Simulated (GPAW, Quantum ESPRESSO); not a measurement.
# Near-edge structure at the Cu K edge of CuI (Marshite, F-43m), part 2 of 4

Do two independent programs agree on the Cu K edge of CuI (Marshite, F-43m)? The same cell and functional are run with XSpectra and with GPAW.

Quantum ESPRESSO 7.5 and GPAW 26.7.0; core-hole supercells, plane-wave PAW LDA.

So far. Step 2 (Ground state of the crystal (Quantum ESPRESSO)): The mesh shows a gap of 0.92 eV, so the hole is first treated in a charged cell, without the excited electron. Step 3 (Spectrum without a core hole, Cu atom 2 (Quantum …): Main maxima below 30 eV (height): 4.6 eV (1.32), 8.0 eV (1.28), 12.4 eV (1.50), 17.7 eV (1.19) and 23.7 eV (1.24). A K edge sees empty p states on the absorber.

The database entry behind the starting cell differs from later determinations by our own check (about 0.15 % long (mineral sample)), so it need not match the best structure at ambient conditions.

### 5. The atom with a core hole (Quantum ESPRESSO)

Level of this step: all-electron atom with a core hole and its PAW potential, LDA, scalar-relativistic (Quantum ESPRESSO).

The frozen core must hold the hole, so the absorber gets a data set of its own.

Cu.lda-dn-kjpaw-1sch.ld1.in reads:

```
&input
   title='Cu', zed=29., rel=1, iswitch=3, dft='PZ',
   config='1s1 2s2 2p6 3s2 3p6 4s2 4p0 3d10'
/
&inputp
   file_pseudopw='Cu.lda-dn-kjpaw-1sch.UPF', author='',
   lpaw=.true.,
   pseudotype=3,
   lloc=-1,
   rcloc=1.9,
   which_augfun='PSQ',
   rmatch_augfun_nc=.true.,
   nlcc=.true.,
   new_core_ps=.true.,
   rcore=1.0,
   tm=.true.,
   zval=12,
   lgipaw_reconstruction=.true., use_paw_as_gipaw=.true.
/
6
4S  1  0  2.00  0.00  1.17  2.10  0.0
4S  1  0  0.00  6.10  1.17  2.10  0.0
4P  2  1  0.00  0.00  1.17  2.10  0.0
4P  2  1  0.00  6.30  1.17  2.10  0.0
3D  3  2  10.00  0.00  1.17  1.80  0.0
3D  3  2  0.00  -0.20  1.17  1.80  0.0
```

On the command line:

```sh
$ ld1.x < Cu.lda-dn-kjpaw-1sch.ld1.in > Cu.lda-dn-kjpaw-1sch.ld1.out
```

What it wrote:

```text
     [... banner and references ...]
PAW data will be used for GIPAW calculation
     --------------------------- All-electron run ----------------------------

     Cu
     scalar relativistic calculation

     atomic number is 29.00
     dft =PZ   lsd =0 sic =0 latt =0  beta=0.20 tr2=1.0E-14
     Exchange-correlation= PZ
                           (   1   1   0   0   0   0   0)
     mesh =1199 r(mesh) = 100.25372 a.u. xmin = -7.00 dx = 0.01250
     1 Ry =  13.60569312 eV, c = 137.03599908

     n l     nl                  e(Ry)          e(Ha)          e(eV)
     1 0     1S 1( 1.00)      -673.7219      -336.8609     -9166.4529
     2 0     2S 1( 2.00)       -83.0473       -41.5236     -1129.9159
     2 1     2P 1( 6.00)       -73.5362       -36.7681     -1000.5110
[...]
3 2     3D 1(10.00)        -0.7898        -0.3949       -10.7453

     final scf error:  3.6E-15 reached in  23 iterations

     Etot =   -2643.535718 Ry,   -1321.767859 Ha,  -35967.135736 eV

     Ekin =    2675.040961 Ry,    1337.520480 Ha,   36395.786403 eV
     Encl =   -6539.748393 Ry,   -3269.874196 Ha,  -88977.809733 eV
     Eh   =    1335.868962 Ry,     667.934481 Ha,   18175.423154 eV
     Exc  =    -114.697248 Ry,     -57.348624 Ha,   -1560.535560 eV

     normalization and overlap integrals

     s(1S/1S) =  1.000000  <r> =   0.0517  <r2> =    0.0036  r(max) =   0.0341
     s(1S/2S) = -0.004157
     s(1S/3S) = -0.001547
     s(1S/4S) = -0.000367
     s(2S/2S) =  1.000000  <r> =   0.2298  <r2> =    0.0623  r(max) =   0.1935
[...]
s(2P/2P) =  1.000000  <r> =   0.1991  <r2> =    0.0486  r(max) =   0.1526
     s(2P/3P) = -0.000741
     s(2P/4P) = -0.000107
     s(3S/3S) =  1.000000  <r> =   0.6915  <r2> =    0.5532  r(max) =   0.5961
[...]
Encl =   -6539.748393 Ry,   -3269.874196 Ha,  -88977.809733 eV
     Eh   =    1335.868962 Ry,     667.934481 Ha,   18175.423154 eV
     Exc  =    -114.697248 Ry,     -57.348624 Ha,   -1560.535560 eV

     normalization and overlap integrals

[...]
s(2S/4S) = -0.000212
     s(2P/2P) =  1.000000  <r> =   0.1991  <r2> =    0.0486  r(max) =   0.1526
     s(2P/3P) = -0.000741
     s(2P/4P) = -0.000107
     s(3S/3S) =  1.000000  <r> =   0.6915  <r2> =    0.5532  r(max) =   0.5961
     s(3S/4S) = -0.000124
     s(3P/3P) =  1.000000  <r> =   0.7159  <r2> =    0.6064  r(max) =   0.5961
     s(3P/4P) = -0.000066
     s(4S/4S) =  1.000000  <r> =   2.6699  <r2> =    8.3652  r(max) =   2.1069
     s(4P/4P) =  1.000000  <r> =   4.1268  <r2> =   20.8534  r(max) =   3.0274
     s(3D/3D) =  1.000000  <r> =   0.9068  <r2> =    1.1188  r(max) =   0.5600

     ------------------------ End of All-electron run ------------------------

     ---------------------- Testing the pseudopotential ----------------------

     Cu
     scalar relativistic calculation

     atomic number is 29.00   valence charge is 12.00
     dft = SLA  PZ   NOGX NOGC   lsd =0 sic =0 latt =0  beta=0.20 tr2=1.0E-14
     mesh =1199 r(mesh) = 100.25372 xmin = -7.00 dx = 0.01250

     n l     nl             e AE (Ry)        e PS (Ry)    De AE-PS (Ry)
     1 0     4S   1( 2.00)       -0.44770       -0.44770        0.00000
     2 1     4P   1( 0.00)       -0.09469       -0.09469        0.00000
     3 2     3D   1(10.00)       -0.78977       -0.78977        0.00001

     eps = 8.1E-15  iter =  4

     Etot =   -2643.535718 Ry,   -1321.767859 Ha,  -35967.135736 eV
     Etotps =  -215.925849 Ry,    -107.962925 Ha,   -2937.820843 eV

     Ekin =     228.621191 Ry,     114.310595 Ha,    3110.549765 eV
     Encl =    -453.165261 Ry,    -226.582630 Ha,   -6165.627470 eV
     Ehrt =     123.315460 Ry,      61.657730 Ha,    1677.792311 eV
     Ecxc =    -114.697240 Ry,     -57.348620 Ha,   -1560.535448 eV
     (Ecc =     -19.984111 Ry,      -9.992055 Ha,    -271.897679 eV)

     ---------------------- End of pseudopotential test ----------------------
```

Elapsed: 0.73 s, on 1 MPI rank of Arm Neoverse V1, shared host; peak memory 0.13 GiB.

Removing the core electron and adding it to the valence shell costs the free atom 8992.5 eV.

### 6. Supercell with FCH, Cu atom 2 (Quantum ESPRESSO)

The holes are 6.1 Å apart. The excited electron is left out and a uniform background balances the charge.

scf.in reads:

```
&control
   calculation='scf', prefix='x', pseudo_dir='../pp', outdir='tmp', tprnfor=.true.
/
&system
   ibrav=0, nat=8, ntyp=3, nbnd=40
   ecutwfc=61, ecutrho=340
   occupations='fixed'
   tot_charge=1
/
&electrons
   conv_thr=8.0e-08, electron_maxstep=120
   mixing_beta=0.5
/
ATOMIC_SPECIES
I 1.0 I.lda-n-kjpaw.UPF
Cu0 1.0 Cu.lda-dn-kjpaw-1sch.UPF
Cu 1.0 Cu.lda-dn-kjpaw.UPF
CELL_PARAMETERS angstrom
  0.00000000 0.00000000 6.06300000
  6.06300000 0.00000000 0.00000000
  0.00000000 6.06300000 0.00000000
ATOMIC_POSITIONS crystal
I    0.00000000 0.00000000 0.00000000
I    0.00000000 0.50000000 0.50000000
I    0.50000000 0.50000000 0.00000000
I    0.50000000 0.00000000 0.50000000
Cu0  0.75000000 0.75000000 0.75000000
Cu   0.75000000 0.25000000 0.25000000
Cu   0.25000000 0.25000000 0.75000000
Cu   0.25000000 0.75000000 0.25000000
K_POINTS automatic
3 3 3 0 0 0
```

On the command line:

```sh
$ OMP_NUM_THREADS=1 mpirun --oversubscribe --bind-to none -np 4 pw.x -nk 4 -in scf.in > scf.out
```

What it wrote:

```text
     [... banner and references ...]
[banner, memory and clock lines left out]
using ibrav=0 with symmetry is DISCOURAGED, use correct ibrav instead

     G-vector sticks info

     bravais-lattice index     =            0
     lattice parameter (alat)  =      11.4574  a.u.
     unit-cell volume          =    1504.0397 (a.u.)^3
     number of atoms/cell      =            8
     number of atomic types    =            3
     number of electrons       =        72.00
     number of Kohn-Sham states=           40
     kinetic-energy cutoff     =      61.0000  Ry
     charge density cutoff     =     340.0000  Ry
     scf convergence threshold =      8.0E-08
     mixing beta               =       0.5000
     number of iterations used =            8  plain     mixing
     Exchange-correlation= SLA  PZ   NOGX NOGC
                           (   1   1   0   0   0   0   0)

     celldm(1)=  11.457409  celldm(2)=   0.000000  celldm(3)=   0.000000
     celldm(4)=   0.000000  celldm(5)=   0.000000  celldm(6)=   0.000000

     crystal axes: (cart. coord. in units of alat)
               a(1) = (   0.000000   0.000000   1.000000 )
               a(2) = (   1.000000   0.000000   0.000000 )
               a(3) = (   0.000000   1.000000   0.000000 )

     reciprocal axes: (cart. coord. in units 2 pi/alat)
               b(1) = (  0.000000  0.000000  1.000000 )
               b(2) = (  1.000000  0.000000  0.000000 )
               b(3) = (  0.000000  1.000000  0.000000 )

     ../pp/I.lda-n-kjpaw.UPF
     Pseudo is Projector augmented-wave + core cor, Zval =  7.0
     Shape of augmentation charge: PSQ
     Using radial grid of 1247 points,  6 beta functions with:
                l(1) =   0
[...]
ethr =  1.61E-09,  avg # of iterations =  6.0

     total energy              =   -2309.54056637 Ry
     estimated scf accuracy    <       0.00000018 Ry

     iteration # 10     ecut=    61.00 Ry     beta= 0.50
     Davidson diagonalization with overlap
     ethr =  2.46E-10,  avg # of iterations =  2.5

     End of self-consistent calculation

          k = 0.0000 0.0000 0.0000 ( 12053 PWs)   bands (ev):

    -8.6088  -7.8735  -7.8735  -7.8735  -2.2804  -2.2804  -2.2804  -2.2397
    -2.2397  -0.6491   0.1440   0.1440   1.7456   1.7456   1.7456   1.8552
     1.8552   1.8552   2.2279   2.2279   2.2279   3.6105   3.7391   3.7391
     3.7932   3.7932   3.8263   3.8403   3.8403   3.8403   4.0831   4.0831
     4.0831   5.3109   5.3109   5.3109   6.1646   7.8832   7.9706   7.9706

     [... bands of 3 further k-points ...]

     highest occupied, lowest unoccupied level (ev):     5.3109    6.1646

!    total energy              =   -2309.54056639 Ry
     total all-electron energy =    -69444.266485 Ry
     estimated scf accuracy    <       0.00000001 Ry

     The total energy is the sum of the following terms:
     one-electron contribution =    -303.62048086 Ry
     hartree contribution      =     223.31622932 Ry
     xc contribution           =    -241.09420499 Ry
     ewald contribution        =    -325.25939975 Ry
     one-center paw contrib.   =   -1662.88271010 Ry

     convergence has been achieved in  10 iterations

     Forces acting on atoms (cartesian axes, Ry/au):

     atom    1 type  1   force =     0.00875933    0.00875933    0.00875933
     atom    2 type  1   force =    -0.00875933   -0.00875933    0.00875933
     atom    3 type  1   force =    -0.00875933    0.00875933   -0.00875933
[...]
atom    7 type  3   force =     0.00000000    0.00000000    0.00000000
     atom    8 type  3   force =     0.00000000    0.00000000    0.00000000

     Total force =     0.030343     Total SCF correction =     0.000140

     XML data file, charge density, pseudopotentials, collected wavefunctions
```

Wall time 25 s (4 MPI ranks); peak memory 0.29 GiB; 99 s of CPU time.

Energy with the hole: -944837.379 eV, cores included.

### 7. Spectrum with FCH, Cu atom 2 (Quantum ESPRESSO)

The Lanczos recursion gives the spectrum without computing empty bands; each polarisation needs a run of its own on the full k mesh. xe0 is set between filled and empty states, and states below it are cut. The file of filecore holds the core orbital, taken from the hole-free data set.

xspectra.in reads:

```
&input_xspectra
   calculation='xanes_dipole', edge='K'
   prefix='x', outdir='tmp', xiabs=2, xe0=5.7378
   xonly_plot=.false., x_save_file='xanes.sav'
   xniter=3000, xcheck_conv=20, xerror=0.005
   xcoordcrys=.false., xepsilon(1)=1, xepsilon(2)=0, xepsilon(3)=0
/
&plot
   xnepoint=413, xemin=-10, xemax=45, terminator=.true., cut_occ_states=.true.
   xgamma=0.4
/
&pseudos
   filecore='../Cu.wfc'
/
&cut_occ
   cut_desmooth=0.1, cut_stepl=0.05, cut_stepu=0.05, cut_ierror=1e-5
/
3 3 3 0 0 0
```

On the command line:

```sh
$ OMP_NUM_THREADS=1 mpirun --oversubscribe --bind-to none -np 4 xspectra.x -nk 4 -in xspectra.in > xspectra.out
```

What it wrote:

```text
     [... banner and references ...]
Reading input_file

     calculation: xanes_dipole

     xepsilon  [cartesian coordinates]:   1.000000   0.000000   0.000000

     xonly_plot: FALSE
        => complete calculation: Lanczos + spectrum plot

     filecore (core-wavefunction file): ../Cu.wfc

     main plot parameters:
        cut_occ_states: TRUE
        gamma_mode:  constant
        -> using xgamma [eV]:  0.40
        xemin [eV]: -10.00
        xemax [eV]:  45.00
        xnepoint:  413
        xe0 [eV]:   5.737800 (energy zero read in input file)

     WARNING: variable ef_r is obsolete

                      Reading SCF save directory: x.save

     tmp/x.save/

     Exchange-correlation= PZ
                           (   1   1   0   0   0   0   0)

     G-vector sticks info

                           Getting the Fermi energy

     From SCF save directory:
        ehomo [eV]:    5.3109 (highest occupied level)
        elumo [eV]:    6.1646 (lowest occupied level)
        ef    [eV]:    5.3109

     -> ef (in eV) will be written in x_save_file

                           Energy zero of the spectrum

     -> ef will NOT be used as energy zero of the spectrum
       (because xe0 read in input file)

     G-vector sticks info

     bravais-lattice index     =            0
     lattice parameter (alat)  =      11.4574  a.u.
     unit-cell volume          =    1504.0397 (a.u.)^3
     number of atoms/cell      =            8
     number of atomic types    =            3
     number of electrons       =        72.00
     number of Kohn-Sham states=           40
     kinetic-energy cutoff     =      61.0000  Ry
     charge density cutoff     =     340.0000  Ry
     Exchange-correlation= PZ
                           (   1   1   0   0   0   0   0)

     celldm(1)=  11.457409  celldm(2)=   0.000000  celldm(3)=   0.000000
     celldm(4)=   0.000000  celldm(5)=   0.000000  celldm(6)=   0.000000

     crystal axes: (cart. coord. in units of alat)
               a(1) = (   0.000000   0.000000   1.000000 )
               a(2) = (   1.000000   0.000000   0.000000 )
               a(3) = (   0.000000   1.000000   0.000000 )

     reciprocal axes: (cart. coord. in units 2 pi/alat)
               b(1) = (  0.000000  0.000000  1.000000 )
               b(2) = (  1.000000  0.000000  0.000000 )
               b(3) = (  0.000000  1.000000  0.000000 )

     ../pp/I.lda-n-kjpaw.UPF
     Pseudo is Projector augmented-wave + core cor, Zval =  7.0
     Shape of augmentation charge: PSQ
     Using radial grid of 1247 points,  6 beta functions with:
                l(1) =   0
                l(2) =   0
                l(3) =   1
                l(4) =   1
                l(5) =   2
                l(6) =   2
     Q(r) pseudized with 0 coefficients

     PseudoPot. #2 for Cu:     Pseudo is Projector augmented-wave + core cor, Zval = 12.0

     PseudoPot. #3 for Cu:     Pseudo is Projector augmented-wave + core cor, Zval = 11.0

     atomic species   valence    mass     pseudopotential
     I                 7.00     1.00000     I ( 1.00)
     Cu0              12.00     1.00000     Cu( 1.00)
     Cu               11.00     1.00000     Cu( 1.00)

     24 Sym. Ops. (no inversion) found

   Cartesian axes

     site n.     atom                  positions (alat units)
         1        I      tau(   1) = (   0.0000000   0.0000000   0.0000000  )
         2        I      tau(   2) = (   0.5000000   0.5000000   0.0000000  )
         3        I      tau(   3) = (   0.5000000   0.0000000   0.5000000  )
         4        I      tau(   4) = (   0.0000000   0.5000000   0.5000000  )
         5        Cu0    tau(   5) = (   0.7500000   0.7500000   0.7500000  )
         6        Cu     tau(   6) = (   0.2500000   0.2500000   0.7500000  )
         7        Cu     tau(   7) = (   0.2500000   0.7500000   0.2500000  )
         8        Cu     tau(   8) = (   0.7500000   0.2500000   0.2500000  )

     number of k points=    27
                       cart. coord. in units 2pi/alat
[...]
k(    4) = (   0.3333333   0.0000000   0.0000000), wk =   0.0740741
        k(    5) = (   0.3333333   0.3333333   0.0000000), wk =   0.0740741
[...]
k(   25) = (   0.6666667   0.0000000   0.6666667), wk =   0.0740741
        k(   26) = (   0.6666667   0.3333333   0.6666667), wk =   0.0740741
        k(   27) = (   0.6666667   0.6666667   0.6666667), wk =   0.0740741

     Dense  grid:   159435 G-vectors     FFT dimensions: (  72,  72,  72)

     Smooth grid:    97137 G-vectors     FFT dimensions: (  60,  60,  60)

     The potential is recalculated from file :
     tmp/x.save/charge-density

     Starting wfcs are   52 atomic wfcs
     Checking if some PAW data can be deallocated...

               Reading core wavefunction file for the absorbing atom

     ../Cu.wfc successfully read

                              Attributing the PAW radii
                     for the absorbing atom [units: Bohr radius]

        PAW proj 1: r_paw(l= 0)= 3.15  (1.5*r_cut)
        PAW proj 2: r_paw(l= 0)= 3.15  (1.5*r_cut)
        PAW proj 3: r_paw(l= 1)= 3.15  (1.5*r_cut)
        PAW proj 4: r_paw(l= 1)= 3.15  (1.5*r_cut)
        PAW proj 5: r_paw(l= 2)= 2.70  (1.5*r_cut)
        PAW proj 6: r_paw(l= 2)= 2.70  (1.5*r_cut)

        NB: The calculation will not necessary use all these r_paw values.
            - For a edge in the electric-dipole approximation,
              only the r_paw(l=1) values are used.
            - For a K edge in the electric-quadrupole approximation,
              only the r_paw(l=2) values are used.

            - For a L2 or L3 edge in the electric-quadrupole approximation,

              all projectors (s, p and d) are used.

                          Starting XANES calculation
                     in the electric dipole approximation

     Method of calculation based on the Lanczos recursion algorithm
        - STEP 1: Construction of a kpoint-dependent Lanczos basis,
          in which the Hamiltonian is tridiagonal (each 'iter'
          corresponds to the calculation of one more Lanczos vector)
        - STEP 2: Calculation of the cross-section as a continued fraction
          averaged over the k-points.

     ... Begin STEP 1 ...

        Radial transition matrix element(s) used in the calculation of the
        initial vector of the Lanczos basis (|tilde{phi}_abs> normalized)
        | For PAW proj. (l=1) #1: radial matrix element =   0.003744213
        | For PAW proj. (l=1) #2: radial matrix element =   0.007051995

NB: the     7 k-point are not all listed below because npool=  4
        |-------------------------------------------------------------
        ! k-point #     1:  ( 0.0000,  0.0000,  0.0000),  0.0741,   1
        |-------------------------------------------------------------
 okvan= T
        |   Norm of the initial Lanczos vector: 0.52160500E-02
        |   Estimated error at iter     20:   1.00966949
        |   Estimated error at iter     40:   0.17360875
        |   Estimated error at iter     60:   0.30570517
        |   Estimated error at iter     80:   0.24121809
        |   Estimated error at iter    100:   0.39388678
[...]
!   => CONVERGED at iter    300 with error=  0.00425527
        |-------------------------------------------------------------
        ! k-point #     2:  ( 0.0000,  0.3333,  0.0000),  0.0741,   1
        |-------------------------------------------------------------
 okvan= T
        |   Norm of the initial Lanczos vector: 0.52160610E-02
[...]
!   => CONVERGED at iter    480 with error=  0.00236704
        |-------------------------------------------------------------
     [... 4 further k-points ...]
        ! k-point #     7:  ( 0.6667,  0.0000,  0.0000),  0.0741,   1
        |-------------------------------------------------------------
 okvan= T
        |   Norm of the initial Lanczos vector: 0.52160598E-02
[...]
|   Estimated error at iter    400:   0.01133668
        |   Estimated error at iter    420:   0.00594240
        |   Estimated error at iter    440:   0.01445741
        !   => CONVERGED at iter    460 with error=  0.00440171

     Results of STEP 1 successfully written in x_save_file
     x_save_file name:
     ->  xanes.sav
     x_save_file version:  2

     ... End STEP 1 ...

     ... Begin STEP 2 ...

     The spectrum is calculated using the following parameters:
        xe0 [eV]:    5.7378
        the occupied states are elimintate from the spectrum
        xemin [eV]: -10.00
        xemax [eV]:  45.00
        xnepoint:  413
        constant broadening parameter [eV]:    0.400
        Core level energy [eV]:  -8979.
         (from electron binding energy of neutral atoms in X-ray data booklet)

     Cross-section successfully written in xanes.dat

     ... End STEP 2 ...

                                END JOB XSpectra
```

It took 55 s on 4 MPI ranks; peak memory 0.21 GiB; 3.7 min of CPU time.

The Cu K spectrum, Cu atom 2, full core hole (charged cell) (energy from the lowest empty level; intensity scaled to a mean of 1 over the first 20 eV; folded afterwards to Lorentzian half width 0.78 eV up to 4 eV, rising linearly to 1.75 eV at 25 eV; the points at xe0, where the cut of filled states can leave a spike, are interpolated):

```tsv
E (eV)	intensity
-2.0	0.09
-1.4	0.11
-0.8	0.13
-0.2	0.16
0.4	0.22
1.0	0.33
1.6	0.49
2.2	0.72
2.8	1.00
3.4	1.28
4.0	1.45
4.6	1.56
5.2	1.34
5.8	1.15
6.4	1.15
7.0	1.06
7.6	0.96
8.2	1.00
8.8	1.08
9.4	1.07
10.0	1.14
10.6	1.18
11.2	1.17
11.8	1.15
12.4	1.10
13.0	1.02
13.6	1.00
14.2	1.02
14.8	1.03
15.4	1.02
16.0	0.97
16.6	0.90
17.2	0.86
17.8	0.87
18.4	0.91
19.0	0.93
19.6	0.95
20.2	0.96
20.8	0.98
21.4	0.98
22.0	0.98
22.6	1.00
23.2	1.02
23.8	1.02
24.4	1.00
25.0	0.98
25.6	0.95
26.2	0.94
26.8	0.95
27.4	0.99
28.0	1.07
28.6	1.18
29.2	1.27
29.8	1.31
30.4	1.27
31.0	1.21
31.6	1.15
```

Main maxima below 30 eV (height): 4.5 eV (1.57), 10.7 eV (1.18), 14.8 eV (1.03), 23.3 eV (1.02) and 29.8 eV (1.31). 

The hole costs E(hole) − E(ground) = 8989.67 eV, and the lowest empty level of the hole cell lies at 6.16 eV, which puts the zero at 8995.84 eV. One term is added: -29.79 eV, since the hole is spin-paired here and a spin-polarised one costs that much less in the free atom (computed apart). The photon energy is then 8966.05 eV. The tabulated edge of the element is 8979 eV. The functional and the charged cell's background leave an error in such absolute values: in the free atom LDA prices this hole 18.3 eV below PBE (computed apart), and PBE is itself good to a few eV.

(Part 2 of 4 ends here.)

[Banner, clock and machine lines of the logs are left out without a mark of their own.]

[Logs are printed without paths, hosts, clocks, repeated set-up lines and the standing remarks that a program may print on its own settings, such as how far it seeks lower states.]

[Hosts, paths, dates, database ids (printed as entryN), source tags and the programs' standing remarks are cut or masked in the printed files.]

[Lists of maxima count a maximum above −3 eV only where it reaches 4 % of the highest in the window and stands out from its surroundings by 2 % of it (1.5 % where it reaches 55 %); shoulders and weaker maxima are passed over, and of the rest the first, up to two pre-edge ones and the few strongest are named.]
